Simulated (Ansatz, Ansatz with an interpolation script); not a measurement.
An input for Ansatz 0.2.0 (La2O3 (P-3m1)):

```yaml
crystal:
  lattice:
    - [3.93077788, 0.0, 0.0]
    - [-1.96538894, 3.4041535, 0.0]
    - [0.0, 0.0, 6.11195352]
  atoms:
    - { symbol: La, position: [0.66666667, 0.33333333, 0.75376432] }
    - { symbol: La, position: [0.33333333, 0.66666667, 0.24623568] }
    - { symbol: O, position: [0.66666667, 0.33333333, 0.35410935] }
    - { symbol: O, position: [0.33333333, 0.66666667, 0.64589065] }
    - { symbol: O, position: [0.0, 0.0, 0.0] }
kpoints:
  mp_grid: { grid: [6, 6, 4] }
hamiltonian:
  xc: lda
  pseudopotentials: { kind: paw, azcp: { folder: soft_1 }, xc_functional: pbe }
scf:
  occupations: { method: fixed }
  n_extra_bands: 43
output:
  wannier:
    kmesh: [12, 12, 8]
    projections: [{ species: La, l: f, shell: 4 }, { species: O, l: p, shell: 2 }]
    minimise: true
    write_hr: true
    seedname: w
    conv_tol: 1.0e-06
    max_iter: 20000
    stability_check: false
    disentanglement:
      window: [6.05, 17.69]
      frozen_window: [6.05, 14.69]
      conv_tol: 1.0e-08
```

```sh
ansatz run input.yaml --threads 3 --pin off --max-ram 92160MiB --backend cuda --events-out ev --progress --plain --runs-dir out --devices 1 --max-vram 13GiB
```

**Question.** Estimate wall time and host memory on 1 × NVIDIA H100 80GB HBM3 (shared by 6 runs) with 3 threads of AMD EPYC 7R13 (Zen 3), shared host.

It took 1.8 min; on shared hardware allow 53 s to 3.6 min. Peak host memory was 1.8 GiB.

[Paths, hosts, dates, memory and timing lines, banners, echoed tables and standing remarks are left out of the program output.]

[Logs are printed without paths, hosts, clocks, repeated set-up lines and the standing remarks that a program may print on its own settings, such as how far it seeks lower states.]

[Runs of the session that timed out or met a known fault of the program may be left out.]

[Hosts, paths, dates, database ids (printed as entryN), source tags and the programs' standing remarks are cut or masked in the printed files.]
